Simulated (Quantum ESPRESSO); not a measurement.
# Collinear magnetic orders of NiCl2 with Quantum ESPRESSO, part 2 of 3

A self-consistent run ends on one state, which hangs on the start. Several orders of NiCl2 are started in Quantum ESPRESSO and their energies compared.

Quantum ESPRESSO 7.5; PBEsol with U = 6 eV on Ni d (ortho-atomic projectors); plane waves with GBRV 1.5 PBEsol potentials, no spin-orbit coupling.

So far, absolute magnetization (μB): step 2 (run 1 (ferro +)) 2.05.

The database entry behind the starting cell differs from later determinations by our own check (an axis about 1.8 % long against later determinations), so it need not match the best structure at ambient conditions.

## (3) Run 2 (antiferro q=(0,0,1/2) +−)

This order needs a doubled cell of 6 atoms. The wavevector q is in fractions of the reciprocal vectors of the crystal's primitive cell, as the cells of these inputs are built from it; moments change sign between cells as cos(2π q·R).

Input file pw.in:

```
&CONTROL
  calculation = 'scf'
  prefix = 'pwscf'
  outdir = './tmp'
  pseudo_dir = './pseudo'
  disk_io = 'nowf'
/
&SYSTEM
  ibrav = 0
  nat = 6
  ntyp = 3
  ecutwfc = 40
  ecutrho = 280
  nbnd = 43
  occupations = 'smearing'
  smearing = 'fd'
  degauss = 0.00367493
  nspin = 2
  starting_magnetization(1) = 0.1111
  starting_magnetization(2) = -0.1111
  starting_magnetization(3) = 0
/
&ELECTRONS
  conv_thr = 1.2d-08
  electron_maxstep = 150
  mixing_beta = 0.3
/
ATOMIC_SPECIES
Ni1    58.6934 ni_pbesol_v1.4.uspp.F.UPF
Ni2    58.6934 ni_pbesol_v1.4.uspp.F.UPF
Cl     35.4500 cl_pbesol_v1.4.uspp.F.UPF
CELL_PARAMETERS angstrom
   1.7715000000    1.0227760019    5.7783333333
  -1.7715000000    1.0227760019    5.7783333333
   0.0000000000   -4.0911040074   11.5566666666
ATOMIC_POSITIONS crystal
Ni1     0.0000000000    0.0000000000    0.0000000000
Ni2     0.0000000000    0.0000000000    0.5000000000
Cl      0.2500000000    0.2500000000    0.1250000000
Cl      0.2500000000    0.2500000000    0.6250000000
Cl      0.7500000000    0.7500000000    0.3750000000
Cl      0.7500000000    0.7500000000    0.8750000000
K_POINTS automatic
6 6 3 0 0 0
HUBBARD {ortho-atomic}
U Ni1-3d 6.0000
U Ni2-3d 6.0000
```

Command:

```sh
OMP_NUM_THREADS=1 mpirun -n 4 pw.x -nk 4 -in pw.in > pw.out
```

What it wrote:

```text
[banner, memory and clock lines left out]
Program PWSCF v.7.5 starts

     Message from routine setup:
     using ibrav=0 with symmetry is DISCOURAGED, use correct ibrav instead

     bravais-lattice index     =            0
     lattice parameter (alat)  =      11.5835  a.u.
     unit-cell volume          =     847.8170 (a.u.)^3
     number of atoms/cell      =            6
     number of atomic types    =            3
     number of electrons       =        64.00
     number of Kohn-Sham states=           43
     kinetic-energy cutoff     =      40.0000  Ry
     charge density cutoff     =     280.0000  Ry
     scf convergence threshold =      1.2E-08
     mixing beta               =       0.3000
     number of iterations used =            8  plain     mixing
     Exchange-correlation= SLA  PW   PSX  PSC
                           (   1   4  10   8   0   0   0)
     Hubbard projectors: ortho-atomic
     Hubbard parameters of DFT+U (Dudarev formulation) in eV:
     U(Ni1-3d) =  6.0000
     U(Ni2-3d) =  6.0000

     Internal variables: lda_plus_u =T, lda_plus_u_kind = 0

     Internal variables: orbital_resolved =F, hub_pot_fix =F, apply_U = F

     celldm(1)=  11.583485  celldm(2)=   0.000000  celldm(3)=   0.000000
     celldm(4)=   0.000000  celldm(5)=   0.000000  celldm(6)=   0.000000

     crystal axes: (cart. coord. in units of alat)
               a(1) = (   0.289002   0.166855   0.942676 )
               a(2) = (  -0.289002   0.166855   0.942676 )
               a(3) = (   0.000000  -0.667421   1.885351 )

     reciprocal axes: (cart. coord. in units 2 pi/alat)
               b(1) = (  1.730092  0.998869  0.353603 )
               b(2) = ( -1.730092  0.998869  0.353603 )
               b(3) = (  0.000000 -0.998869  0.176802 )

     PseudoPot. # 1 for Ni read from file:
     ni_pbesol_v1.4.uspp.F.UPF
     Pseudo is Ultrasoft + core correction, Zval = 18.0

     PseudoPot. # 2 for Ni read from file:
     ni_pbesol_v1.4.uspp.F.UPF
     Pseudo is Ultrasoft + core correction, Zval = 18.0

     PseudoPot. # 3 for Cl read from file:
     cl_pbesol_v1.4.uspp.F.UPF
     Pseudo is Ultrasoft + core correction, Zval =  7.0

     atomic species   valence    mass     pseudopotential
     Ni1              18.00    58.69340     Ni( 1.00)
     Ni2              18.00    58.69340     Ni( 1.00)
     Cl                7.00    35.45000     Cl( 1.00)

     Starting magnetic structure
     atomic species   magnetization
     Ni1             0.111
     Ni2            -0.111
     Cl              0.000

      4 Sym. Ops., with inversion, found

   Cartesian axes

     site n.     atom                  positions (alat units)
         1        Ni1    tau(   1) = (   0.0000000   0.0000000   0.0000000  )
         2        Ni2    tau(   2) = (   0.0000000  -0.3337107   0.9426755  )
         3        Cl     tau(   3) = (   0.0000000   0.0000000   0.7070066  )
         4        Cl     tau(   4) = (   0.0000000  -0.3337107   1.6496822  )
         5        Cl     tau(   5) = (   0.0000000   0.0000000   2.1210199  )
         6        Cl     tau(   6) = (   0.0000000  -0.3337107   3.0636955  )

     number of k points=    34  Fermi-Dirac smearing, width (Ry)=  0.0037
                       cart. coord. in units 2pi/alat
        k(    1) = (   0.0000000   0.0000000   0.0000000), wk =   0.0092593
        k(    2) = (   0.0000000  -0.3329564   0.0589339), wk =   0.0185185
        k(    3) = (  -0.2883487   0.1664782   0.0589339), wk =   0.0370370
        k(    4) = (  -0.2883487  -0.1664782   0.1178678), wk =   0.0370370
        k(    5) = (  -0.2883487   0.4994346  -0.0000000), wk =   0.0370370
        [... 29 further k-points ...]

     Dense  grid:    67141 G-vectors     FFT dimensions: (  64,  64, 125)

     Smooth grid:    29049 G-vectors     FFT dimensions: (  48,  48,  96)

     Check: negative core charge=   -0.000006
     Generating pointlists ...
     new r_m :   0.1685 (alat units)  1.9521 (a.u.) for type    1
     new r_m :   0.1685 (alat units)  1.9521 (a.u.) for type    2
     new r_m :   0.1685 (alat units)  1.9521 (a.u.) for type    3

     Initial potential from superposition of free atoms

     starting charge      60.0000, renormalised to      64.0000

     negative rho (up, down):  3.307E-02 3.307E-02

     STARTING HUBBARD OCCUPATIONS:

     =================== HUBBARD OCCUPATIONS ===================
     ------------------------ ATOM    1 ------------------------
     Tr[ns(  1)] (up, down, total) =   5.00000  3.00000  8.00000
     Atomic magnetic moment for atom   1 =   2.00000
     [... lines left out ...]
     ------------------------ ATOM    2 ------------------------
     Tr[ns(  2)] (up, down, total) =   3.00000  5.00000  8.00000
     Atomic magnetic moment for atom   2 =  -2.00000
     [... lines left out ...]
     Number of occupied Hubbard levels =   16.0000

     Atomic wfc used for Hubbard projectors are orthogonalized

     Starting wfcs are   42 randomized atomic wfcs +    1 random wfcs

     Self-consistent Calculation

     iteration #  1     ecut=    40.00 Ry     beta= 0.30
     Davidson diagonalization with overlap
     ethr =  1.00E-02,  avg # of iterations =  7.0

     =================== HUBBARD OCCUPATIONS ===================
     ------------------------ ATOM    1 ------------------------
     Tr[ns(  1)] (up, down, total) =   3.71304  0.47583  4.18887
     Atomic magnetic moment for atom   1 =   3.23720
     [... lines left out ...]
     ------------------------ ATOM    2 ------------------------
     Tr[ns(  2)] (up, down, total) =   0.47544  3.71141  4.18685
     Atomic magnetic moment for atom   2 =  -3.23597
     [... lines left out ...]
     Number of occupied Hubbard levels =    8.3757

     negative rho (up, down):  3.231E-02 3.230E-02

     total energy              =    -803.89301386 Ry
     estimated scf accuracy    <      44.61970163 Ry

     total magnetization       =    -0.00 Bohr mag/cell
     absolute magnetization    =     7.18 Bohr mag/cell

     iteration #  2     ecut=    40.00 Ry     beta= 0.30
     Davidson diagonalization with overlap
     ethr =  1.00E-02,  avg # of iterations =  3.7

     negative rho (up, down):  3.091E-02 3.090E-02

     total energy              =    -816.28887635 Ry
     estimated scf accuracy    <      30.86255505 Ry

     total magnetization       =    -0.00 Bohr mag/cell
     absolute magnetization    =     0.37 Bohr mag/cell

     [... further iterations left out ...]

     iteration # 17     ecut=    40.00 Ry     beta= 0.30
     Davidson diagonalization with overlap
     ethr =  1.44E-10,  avg # of iterations =  2.1

     negative rho (up, down):  2.961E-02 2.960E-02

     total energy              =    -819.01615680 Ry
     estimated scf accuracy    <       0.00000025 Ry

     total magnetization       =    -0.00 Bohr mag/cell
     absolute magnetization    =     3.87 Bohr mag/cell

     iteration # 18     ecut=    40.00 Ry     beta= 0.30
     Davidson diagonalization with overlap
     ethr =  1.44E-10,  avg # of iterations =  2.0

     negative rho (up, down):  2.961E-02 2.960E-02

     Magnetic moment per site  (integrated on atomic sphere of radius R)
     atom   1 (R=0.169)  charge= 16.2670  magn=  1.7141
     atom   2 (R=0.169)  charge= 16.2667  magn= -1.7141
     atom   3 (R=0.169)  charge=  5.4626  magn=  0.0401
     atom   4 (R=0.169)  charge=  5.4629  magn= -0.0401
     atom   5 (R=0.169)  charge=  5.4629  magn= -0.0401
     atom   6 (R=0.169)  charge=  5.4626  magn=  0.0401

     End of self-consistent calculation

     =================== HUBBARD OCCUPATIONS ===================
     ------------------------ ATOM    1 ------------------------
     Tr[ns(  1)] (up, down, total) =   4.98257  3.27236  8.25493
     Atomic magnetic moment for atom   1 =   1.71022
     [... lines left out ...]
     ------------------------ ATOM    2 ------------------------
     Tr[ns(  2)] (up, down, total) =   3.27236  4.98257  8.25493
     Atomic magnetic moment for atom   2 =  -1.71022
     [... lines left out ...]
     Number of occupied Hubbard levels =   16.5099

     [... lines left out ...]
     the Fermi energy is     5.3579 ev

!    total energy              =    -819.01615713 Ry
     estimated scf accuracy    <          9.7E-09 Ry
     smearing contrib. (-TS)   =      -0.00000000 Ry
     internal energy E=F+TS    =    -819.01615713 Ry

     The total energy is F=E-TS. E is the sum of the following terms:
     one-electron contribution =    -722.26962112 Ry
     hartree contribution      =     380.47472830 Ry
     xc contribution           =    -107.44524493 Ry
     ewald contribution        =    -369.90567799 Ry
     Hubbard energy            =       0.12965861 Ry

     total magnetization       =     0.00 Bohr mag/cell
     absolute magnetization    =     3.86 Bohr mag/cell

     convergence has been achieved in  18 iterations
```

Run time: 3.7 min. Hardware: 4 MPI ranks of Arm Neoverse V1, shared host; peak memory 0.98 GiB.

Spin moment in the atom's sphere by atom:

```
atom  spin moment in the atom's sphere (μB)
 Ni1                                   1.71
 Ni2                                  -1.71
 Cl3                                   0.04
 Cl4                                  -0.04
 Cl5                                  -0.04
 Cl6                                   0.04
```

This step gave:

- smearing term TS: 1.33e-12 eV
- magnetization: 0 μB
- absolute magnetization: 3.865 μB
- final state: antiferromagnetic

## (4) Run 3, typed as antiferro q=(1/2,1/2,1/2) +−

The cell is doubled to 6 atoms to hold this order.

Input file pw.in:

```
&CONTROL
  calculation = 'scf'
  prefix = 'pwscf'
  outdir = './tmp'
  pseudo_dir = './pseudo'
  disk_io = 'nowf'
/
&SYSTEM
  ibrav = 0
  nat = 6
  ntyp = 3
  ecutwfc = 40
  ecutrho = 280
  nbnd = 43
  occupations = 'smearing'
  smearing = 'fd'
  degauss = 0.00367493
  nspin = 2
  starting_magnetization(1) = 0.1111
  starting_magnetization(2) = -0.1111
  starting_magnetization(3) = 0
/
&ELECTRONS
  conv_thr = 1.2d-08
  electron_maxstep = 150
  mixing_beta = 0.3
/
ATOMIC_SPECIES
Ni1    58.6934 ni_pbesol_v1.4.uspp.F.UPF
Ni2    58.6934 ni_pbesol_v1.4.uspp.F.UPF
Cl     35.4500 cl_pbesol_v1.4.uspp.F.UPF
CELL_PARAMETERS angstrom
   3.5430000000    2.0455520038   11.5566666666
   0.0000000000    2.0455520038   11.5566666666
   1.7715000000   -1.0227760018   11.5566666666
ATOMIC_POSITIONS crystal
Ni1     0.0000000000    0.0000000000    0.0000000000
Ni2     0.5000000000    0.0000000000    0.0000000000
Cl      0.8750000000    0.2500000000    0.2500000000
Cl      0.3750000000    0.2500000000    0.2500000000
Cl      0.6250000000    0.7500000000    0.7500000000
Cl      0.1250000000    0.7500000000    0.7500000000
K_POINTS automatic
3 6 6 0 0 0
HUBBARD {ortho-atomic}
U Ni1-3d 6.0000
U Ni2-3d 6.0000
```

What it wrote:

```text
     [... lines left out ...]
Program PWSCF v.7.5 starts
     [... lines left out ...]
     number of atoms/cell      =            6
     [... lines left out ...]
     number of electrons       =        64.00
     number of Kohn-Sham states=           43
     kinetic-energy cutoff     =      40.0000  Ry
     charge density cutoff     =     280.0000  Ry
     scf convergence threshold =      1.2E-08
     [... lines left out ...]
     12 Sym. Ops., with inversion, found
     [... lines left out ...]
     number of k points=    16  Fermi-Dirac smearing, width (Ry)=  0.0037
     [... lines left out ...]
     iteration # 18     ecut=    40.00 Ry     beta= 0.30
     [... lines left out ...]
     Magnetic moment per site  (integrated on atomic sphere of radius R)
     atom   1 (R=0.084)  charge= 16.2691  magn=  1.7075
     atom   2 (R=0.084)  charge= 16.2692  magn= -1.7075
     atom   3 (R=0.084)  charge=  5.4623  magn= -0.1178
     atom   4 (R=0.084)  charge=  5.4622  magn=  0.1178
     atom   5 (R=0.084)  charge=  5.4622  magn=  0.1178
     atom   6 (R=0.084)  charge=  5.4623  magn= -0.1178
     [... lines left out ...]
     Tr[ns(  1)] (up, down, total) =   4.98258  3.27667  8.25925
     [... lines left out ...]
     Tr[ns(  2)] (up, down, total) =   3.27666  4.98258  8.25924
     [... lines left out ...]
     the Fermi energy is     5.2697 ev
!    total energy              =    -819.01722194 Ry
     estimated scf accuracy    <          9.5E-09 Ry
     smearing contrib. (-TS)   =      -0.00000000 Ry
     [... lines left out ...]
     total magnetization       =    -0.00 Bohr mag/cell
     absolute magnetization    =     4.07 Bohr mag/cell
     convergence has been achieved in  18 iterations
```

The job ended after 7.6 min (4 MPI ranks; peak memory 2.6 GiB).

Spin moment in the atom's sphere by atom:

```
atom  spin moment in the atom's sphere (μB)
 Ni1                                   1.71
 Ni2                                  -1.71
 Cl3                                  -0.12
 Cl4                                   0.12
 Cl5                                   0.12
 Cl6                                  -0.12
```

Read from the output:

```
smearing term TS       : 6.62e-13 eV
magnetization          : 0 μB
absolute magnetization : 4.069 μB
final state            : antiferromagnetic
```

## (5) Ranking

An order is kept where moments of 0.15 μB or more survive with the typed signs; meshes match where a doubled cell samples the same k points as the first cell.

Orders:

```
                       start        final state  typed order kept  energy over the lowest (meV a seeded atom)  largest site moment (μB)  net moment (μB a cell of the first run)  mesh matched  CPU time (s)
                     ferro +      ferromagnetic               yes                                       1.677                     1.709                                        2           yes         197.3
    antiferro q=(0,0,1/2) +-  antiferromagnetic               yes                                       7.244                     1.714                                        0           yes         896.4
antiferro q=(1/2,1/2,1/2) +-  antiferromagnetic               yes                                           0                     1.707                                        0           yes          1820
```

## (6) The lowest state again, with its states saved

pw.in: that of step 4 with these lines changed.

```diff
@@ -5,3 +5,3 @@
   pseudo_dir = './pseudo'
-  disk_io = 'nowf'
+  disk_io = 'low'
 /
@@ -9,2 +9,3 @@
   ibrav = 0
+  celldm(1) = 8
   nat = 6
@@ -13,3 +14,3 @@
   ecutrho = 280
-  nbnd = 43
+  nbnd = 47
   occupations = 'smearing'
@@ -31,6 +32,6 @@
 Cl     35.4500 cl_pbesol_v1.4.uspp.F.UPF
-CELL_PARAMETERS angstrom
-   3.5430000000    2.0455520038   11.5566666666
-   0.0000000000    2.0455520038   11.5566666666
-   1.7715000000   -1.0227760018   11.5566666666
+CELL_PARAMETERS alat
+   0.8369124574436    0.4831916326077    2.7298668641832
+   0.0000000000000    0.4831916326077    2.7298668641832
+   0.4184562287218   -0.2415958162802    2.7298668641832
 ATOMIC_POSITIONS crystal
```

What it wrote:

```text
     [... lines left out ...]
Program PWSCF v.7.5 starts
     [... lines left out ...]
     number of atoms/cell      =            6
     [... lines left out ...]
     number of electrons       =        64.00
     number of Kohn-Sham states=           47
     kinetic-energy cutoff     =      40.0000  Ry
     charge density cutoff     =     280.0000  Ry
     scf convergence threshold =      1.2E-08
     [... lines left out ...]
     12 Sym. Ops., with inversion, found
     [... lines left out ...]
     number of k points=    16  Fermi-Dirac smearing, width (Ry)=  0.0037
     [... lines left out ...]
     iteration # 19     ecut=    40.00 Ry     beta= 0.30
     [... lines left out ...]
     Magnetic moment per site  (integrated on atomic sphere of radius R)
     atom   1 (R=0.244)  charge= 16.2690  magn=  1.7075
     atom   2 (R=0.244)  charge= 16.2691  magn= -1.7075
     atom   3 (R=0.244)  charge=  5.4623  magn= -0.1178
     atom   4 (R=0.244)  charge=  5.4622  magn=  0.1178
     atom   5 (R=0.244)  charge=  5.4622  magn=  0.1178
     atom   6 (R=0.244)  charge=  5.4623  magn= -0.1178
     [... lines left out ...]
     Tr[ns(  1)] (up, down, total) =   4.98258  3.27662  8.25920
     [... lines left out ...]
     Tr[ns(  2)] (up, down, total) =   3.27662  4.98258  8.25920
     [... lines left out ...]
     the Fermi energy is     5.2717 ev
!    total energy              =    -819.01722194 Ry
     estimated scf accuracy    <          1.3E-09 Ry
     smearing contrib. (-TS)   =      -0.00000000 Ry
     [... lines left out ...]
     total magnetization       =    -0.00 Bohr mag/cell
     absolute magnetization    =     4.07 Bohr mag/cell
     convergence has been achieved in  19 iterations
```

It took 8.4 min on 4 MPI ranks; peak memory 2.7 GiB; 34 min of CPU time.

Read from the output:

- smearing term TS: 6.53e-13 eV
- magnetization: 0 μB
- absolute magnetization: 4.069 μB
- final state: antiferromagnetic
- largest moment: 1.708 μB

(Continued in part 3 of 3.)

[Logs and program files are shortened in this print: banners, set-up blocks, solver, clock and traceback lines can be left out without a mark of their own.]

[Logs are printed without paths, hosts, clocks, repeated set-up lines and the standing remarks that a program may print on its own settings, such as how far it seeks lower states.]

[Hosts, paths, dates, database ids (printed as entryN), source tags and the programs' standing remarks are cut or masked in the printed files.]

[Where a cell is said to come from a database of computed structures, the database is the Materials Project.]
